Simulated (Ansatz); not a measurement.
# InSb wire along [111], 14 atoms a period, H-terminated: bands by functional, part 2 of 2

Aim: is the InSb wire along [111], 14 atoms a period, H-terminated a metal or a semiconductor?

Ansatz 0.2.0; DFT PBE, plane waves, PAW; relaxation of a wire's period; PAW set soft_1 (the session's first sound run).

So far. Step 2 (Relaxing the period): The cell's length comes to 11.602 Å with spin left out.

## (3) Bands of the perfect wire

This step: DFT PBE, plane waves, PAW; bands of a perfect wire; PAW set soft_1 (Ansatz 0.2.0).

At the relaxed period the bands are computed along the axis; those that cross an energy going forward count the channels that a perfect wire would open there.

Input file input.yaml:

```yaml
crystal:
  lattice:
    - [14.395, 0.0, 0.0]
    - [0.0, 15.541, 0.0]
    - [0.0, 0.0, 11.6021926923]
  atoms:
    - { symbol: In, position: [0.5, 0.500970915, 0.039918744] }
    - { symbol: Sb, position: [0.5, 0.500915793, 0.280098129] }
    - { symbol: H, position: [0.234957593, 0.474720941, 0.285424275] }
    - { symbol: H, position: [0.34311548, 0.301289068, 0.285553753] }
    - { symbol: H, position: [0.391851641, 0.726535654, 0.285377295] }
    - { symbol: H, position: [0.608148359, 0.726535654, 0.285377295] }
    - { symbol: H, position: [0.65688452, 0.301289068, 0.285553753] }
    - { symbol: H, position: [0.765042407, 0.474720941, 0.285424275] }
    - { symbol: In, position: [0.328081973, 0.4089217, 0.320724539] }
    - { symbol: In, position: [0.5, 0.68486725, 0.320666489] }
    - { symbol: In, position: [0.671918027, 0.4089217, 0.320724539] }
    - { symbol: Sb, position: [0.34532224, 0.418229597, 0.573017079] }
    - { symbol: Sb, position: [0.5, 0.666454669, 0.572961249] }
    - { symbol: Sb, position: [0.65467776, 0.418229597, 0.573017079] }
    - { symbol: H, position: [0.230236799, 0.645140651, 0.630552583] }
    - { symbol: H, position: [0.5, 0.212436872, 0.630533223] }
    - { symbol: H, position: [0.769763201, 0.645140651, 0.630552583] }
    - { symbol: H, position: [0.252037483, 0.368353462, 0.636493941] }
    - { symbol: H, position: [0.5, 0.766206389, 0.636454829] }
    - { symbol: H, position: [0.747962517, 0.368353462, 0.636493941] }
    - { symbol: In, position: [0.333454447, 0.590068853, 0.655790628] }
    - { symbol: In, position: [0.5, 0.322788273, 0.65584228] }
    - { symbol: In, position: [0.666545553, 0.590068853, 0.655790628] }
    - { symbol: Sb, position: [0.351615333, 0.580317539, 0.907730526] }
    - { symbol: Sb, position: [0.5, 0.342228218, 0.907753136] }
    - { symbol: Sb, position: [0.648384667, 0.580317539, 0.907730526] }
    - { symbol: H, position: [0.250657921, 0.540296718, 0.964409854] }
    - { symbol: H, position: [0.338518483, 0.681286535, 0.964467677] }
    - { symbol: H, position: [0.412128039, 0.281216247, 0.964425142] }
    - { symbol: H, position: [0.587871961, 0.281216247, 0.964425142] }
    - { symbol: H, position: [0.661481517, 0.681286535, 0.964467677] }
    - { symbol: H, position: [0.749342079, 0.540296718, 0.964409854] }
kpoints:
  mp_grid: { grid: [1, 1, 7] }
  band_path: { path: ["Γ", Z], npoints: 90 }
scf:
  occupations: { method: fermi_dirac, width: 0.05 }
hamiltonian:
  xc: pbe
  pseudopotentials: { kind: paw, azcp: { folder: soft_1 } }
output:
  dos: { e_range: [-5, 4] }
  write_potential: true
  write_density: true
  volumetric_format: npy
```

Launch:

```sh
$ ansatz run input.yaml --threads 4 --pin off --max-ram 16384MiB --backend cpu --events-out ev --progress --plain --runs-dir out
```

Numbers of over 12 decimals in the logs are rounded to 6 here.

What it wrote:

```text
[...]
Crystal: 32 atoms, lattice volume = 2595.558 Å³
Basis set: ecut = 420 eV, 50745 PW (Γ)
Bands: 139, of which v1, the nominal top of the filled ones, is band 107 counted from 1 (106 counted from 0)
Symmetry: 2 space group operations
[...]
k-points: 4 of 7 (time reversal used)
[...]
SCF iter   1: F=—  HF=-84861.421274 eV  |F-HF|=—  |Δ(HF+E_count)|=         —  Δρ=2.52e-2  dr2=1.81e1  ethr=3.10e-3  ⟨swp⟩=7.0  Hψ=2615  notcnv=0  defer=35
[...]
SCF iter  10: F=-84855.801455 eV  HF=-84855.801455 eV  |F-HF|=8.96e-9  |Δ(HF+E_count)|=   4.10e-7  Δρ=1.23e-6  dr2=7.10e-8  ethr=4.67e-11  ⟨swp⟩=18.8  Hψ=3388  notcnv=0
SCF 1 converged in 10 iterations: F = -84855.801455 eV  dr2 = 7.10e-8
[...]
NSCF: frozen V_eff on 91 k-points
WARN: pass on a band path, mesh or list of k-points: the 91 k-points are solved 48 at a time at the most, because the 14.40 GiB of host memory that the pass is priced against does not hold them all with the solver's workspace as planned. The pass can take longer, above all where fewer k-points are solved at a time than the run has threads. As a rule a larger memory budget leaves room for more at once. The budget is what a run with no `--max-ram-frac` typed is planned for, 0.8 of the host's memory or its container's limit. More memory there lifts it, and so does a share over 0.88 that is typed (of such a share the budget is ten elevenths): [rest of the remark cut]
WARN: The output density's exchange-correlation potential varies sharply where the density is thin. Do not read a vacuum level from v_tot or v_xc, or from such a field of the output density. On a cell that repeats whose density bears no net charge and no dipole along the vacuum's axis use v_es (v_loc + v_h of the components); under efield.dipole_correction with no amplitude use v_es + v_field, which holds any externa [...]
SCF converged after 10 iterations
Free energy (F): -84855.801455 eV
[...]
Internal energy: -84855.801455 eV  (E = F + TS)
E sigma→0 (E₀):  -84855.801455 eV
Fermi energy:    -2.112228 eV
[...]
--- Band table (eV) ---
  k-point 0: bands = [... 103 lower, -3.6921, -3.4996, -3.4993, -3.2967, -0.8790, -0.2034, -0.1982, -0.0714, ... 28 higher]
  k-point 1: bands = [... 103 lower, -3.6843, -3.4849, -3.4846, -3.3632, -0.8773, -0.3016, -0.2975, -0.0445, ... 28 higher]
  k-point 2: bands = [... 103 lower, -3.6733, -3.5487, -3.4520, -3.4517, -0.8677, -0.3966, -0.3929, -0.1467, ... 28 higher]
  k-point 3: bands = [... 103 lower, -3.6689, -3.6685, -3.4266, -3.4262, -0.8528, -0.4412, -0.4376, -0.2338, ... 28 higher]
```

It took 12 min on 4 threads of Arm Neoverse V2, shared host; peak memory 12 GiB; 49 min of CPU time.

This step gave:

| Quantity | Value |
| --- | --- |
| band gap | 2.418 eV |

The electronic bands at the labelled points (eV, zero at the Fermi level; v1 is the highest filled band, c1 the lowest empty one):

```
  point     v4     v3     v2     v1    c1    c2    c3    c4
      Γ  -1.58  -1.39  -1.39  -1.18  1.23  1.91  1.91  2.04
halfway  -1.56  -1.38  -1.35  -1.35  1.24  1.73  1.74  1.99
      Z  -1.56  -1.56  -1.31  -1.31  1.26  1.67  1.67  1.87
```

The gap is 2.42 eV, with spin left out.

The path shows a direct gap of 2.42 eV (valence top at Γ, conduction bottom at Γ).

## (4) Levels at the same atoms, cutoff 500 eV, k-mesh 1×1×6

This step: DFT r2SCAN, plane waves, PAW; bands of a perfect wire at the PBE geometry; PAW set soft_1 (Ansatz 0.2.0).

The atoms stay at the PBE geometry and the functional changes. r2SCAN also reads the kinetic-energy density; it often gives larger moments and wider gaps than PBE, at a higher cost. Against the first PBE run of this kind, the cutoff is 500 eV against 420 and the mesh along the wire has 6 points against 7.

Changes to input.yaml since step 3:

```diff
@@ -39,3 +39,3 @@
 kpoints:
-  mp_grid: { grid: [1, 1, 7] }
+  mp_grid: { grid: [1, 1, 6] }
   band_path: { path: ["Γ", Z], npoints: 90 }
@@ -44,8 +44,3 @@
 hamiltonian:
-  xc: pbe
+  xc: r2scan
   pseudopotentials: { kind: paw, azcp: { folder: soft_1 } }
-output:
-  dos: { e_range: [-5, 4] }
-  write_potential: true
-  write_density: true
-  volumetric_format: npy
```

What it wrote:

```text
[...]
Crystal: 32 atoms, lattice volume = 2595.558 Å³
Basis set: ecut = 500 eV, 65867 PW (Γ), exchange–correlation on 432×480×360 points (64 copies of the dense FFT grid, shifted against one another)
Bands: 139, of which v1, the nominal top of the filled ones, is band 107 counted from 1 (106 counted from 0)
Symmetry: 2 space group operations
[...]
k-points: 4 of 6 (time reversal used)
[...]
SCF iter   1: F=—  HF=-85061.714972 eV  |F-HF|=—  |Δ(HF+E_count)|=         —  Δρ=2.41e-2  dr2=1.64e1  dr2_τ=1.68e-1  ethr=3.10e-3  ⟨swp⟩=7.0  Hψ=2611  notcnv=0  defer=39
[...]
SCF iter  10: F=-85058.173649 eV  HF=-85058.173649 eV  |F-HF|=9.04e-8  |Δ(HF+E_count)|=   6.94e-7  Δρ=1.09e-6  dr2=5.11e-8  dr2_τ=8.18e-10  ethr=4.67e-11  ⟨swp⟩=21.0  Hψ=3268  notcnv=0
SCF 1 converged in 10 iterations: F = -85058.173649 eV  dr2 = 5.11e-8
[...]
SCF converged after 10 iterations
Free energy (F): -85058.173649 eV
[...]
Internal energy: -85058.173649 eV  (E = F + TS)
E sigma→0 (E₀):  -85058.173649 eV
Fermi energy:    -2.148879 eV
[...]
--- Band table (eV) ---
  k-point 0: bands = [... 103 lower, -3.9070, -3.7084, -3.7083, -3.4906, -0.7323, -0.0542, -0.0509, 0.0418, ... 28 higher]
  k-point 1: bands = [... 103 lower, -3.9004, -3.6872, -3.6870, -3.5834, -0.7409, -0.1762, -0.1738, 0.1333, ... 28 higher]
  k-point 2: bands = [... 103 lower, -3.8931, -3.8367, -3.6463, -3.6462, -0.7506, -0.2700, -0.2677, 0.0307, ... 28 higher]
  k-point 3: bands = [... 103 lower, -3.8919, -3.8912, -3.6270, -3.6269, -0.7518, -0.2984, -0.2962, -0.0224, ... 28 higher]
```

Wall time 20 min (4 threads); peak memory 12 GiB.

Numbers from this step:

```yaml
band_gap: 2.739 eV
```

Electronic bands along the path, in eV, zero at the Fermi level; v1 is the highest filled band, c1 the lowest empty one:

```
  point     v4     v3     v2     v1    c1    c2    c3    c4
      Γ  -1.76  -1.56  -1.56  -1.34  1.42  2.09  2.10  2.19
halfway  -1.75  -1.54  -1.52  -1.52  1.40  1.92  1.92  2.23
      Z  -1.74  -1.74  -1.48  -1.48  1.40  1.85  1.85  2.13
```

The gap is 2.74 eV, against 2.42 eV under PBE at the relaxed period.

## (5) Levels at the same atoms, level HSE06, cutoff 420 eV

This step: DFT HSE06, plane waves, PAW; levels of a perfect wire at the PBE geometry; PAW set soft_1 (Ansatz 0.2.0).

The atoms stay at the PBE geometry and the functional changes. HSE06 mixes in a quarter of short-range exact exchange, which removes part of the self-interaction that closes gaps; it is dear, so the mesh is thinner and no path is run. Against the first PBE run of this kind, the mesh along the wire has 3 points against 7.

Changes to input.yaml since step 4:

```diff
@@ -39,4 +39,3 @@
 kpoints:
-  mp_grid: { grid: [1, 1, 6] }
-  band_path: { path: ["Γ", Z], npoints: 90 }
+  mp_grid: { grid: [1, 1, 3] }
 scf:
@@ -44,3 +43,3 @@
 hamiltonian:
-  xc: r2scan
+  xc: hse06
   pseudopotentials: { kind: paw, azcp: { folder: soft_1 } }
```

What it wrote:

```text
[...]
Crystal: 32 atoms, lattice volume = 2595.558 Å³
Basis set: ecut = 420 eV, 50745 PW (Γ)
Bands: 139, of which v1, the nominal top of the filled ones, is band 107 counted from 1 (106 counted from 0)
Symmetry: 2 space group operations
[...]
k-points: 2 of 3 (time reversal used)
[...]
Free energy (F): -84914.226253 eV
Frozen-core exchange: fock
[...]
Internal energy: -84914.226253 eV  (E = F + TS)
E sigma→0 (E₀):  -84914.226253 eV
Fermi energy:    -2.170423 eV
[...]
--- Band table (eV) ---
  k-point 0: bands = [... 103 lower, -4.1664, -3.9875, -3.9874, -3.7080, -0.5670]
  k-point 1: bands = [... 103 lower, -4.1813, -4.0738, -3.9013, -3.9013, -0.5886]
  guard bands above this table: 31 of the run's 139 bands. The solve was not asked for them (output.publish_guard_bands: true or output.eigenvalues: true publishes all)
```

Wall time 7 min (4 threads); peak memory 6.1 GiB; 28 min of CPU time.

This step gave:

| Item | Value |
| --- | --- |
| band gap | 3.119 eV |

The gap is 3.12 eV, against 2.42 eV under PBE at the relaxed period.

## (6) Outcome

```
cell length, PBE : 11.60 Å
gap, PBE         : 2.42 eV
gap, r2SCAN      : 2.74 eV
gap, HSE06       : 3.12 eV
```

**Reading.** Under PBE the cell's length is 11.60 Å, and a gap of 2.42 eV makes it a semiconductor. At the relaxed period the wire is gapped under every functional, from 2.42 eV (PBE) to 3.12 eV (HSE06). Weak screening in one dimension makes quasiparticle gaps larger than the semilocal gaps, as a rule. Plain hydrogen on a compound's surface is a simple closure: it may leave surface states, and facets that end in unlike atoms put a field across the wire, both of which shrink the gap. Spin-orbit coupling is left out, which matters for the bands of heavy atoms. A hybrid's gap is read on a coarse mesh, without a band path.

[Logs are printed without paths, hosts, clocks, repeated set-up lines and the standing remarks that a program may print on its own settings, such as how far it seeks lower states.]

[Hosts, paths, dates, database ids (printed as entryN), source tags and the programs' standing remarks are cut or masked in the printed files.]
